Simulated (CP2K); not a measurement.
The C K edge of hexafluoroethane was computed by TDDFT (CP2K XAS_TDP, aug-cc-pVDZ, TDA) at these levels: PBEh(45%), PBEh(45%) + GW2X and PBEh(60%). The first three lines of C2 (bonded to C and 3 F) with a strength over 0.0015, energy in eV and strength:

| run | first | second | third |
| --- | --- | --- | --- |
| 1 | 297.24 (0.076) | 297.42 (0.076) | 299.15 (0.066) |
| 2 | 290.18 (0.077) | 290.36 (0.078) | 292.09 (0.068) |
| 3 | 293.93 (0.093) | 294.11 (0.093) | 295.92 (0.092) |

Which run is which?

Run 1: PBEh(45%) + GW2X (45 % exact exchange). Run 2: PBEh(45%) (45 % exact exchange). Run 3: PBEh(60%) (60 % exact exchange). Self-interaction lifts the core level, so the uncorrected lines rise with the share of exact exchange. The GW2X run keeps the spacings of its parent: 0.18 eV between the first two lines in run 1, 0.18 eV in run 2. Its shift is +7.06 eV, since the Kohn–Sham level at this share of exchange lies that far above the quasiparticle level.

[Hosts, paths, dates, database ids (printed as entryN), source tags and the programs' standing remarks are cut or masked in the printed files.]
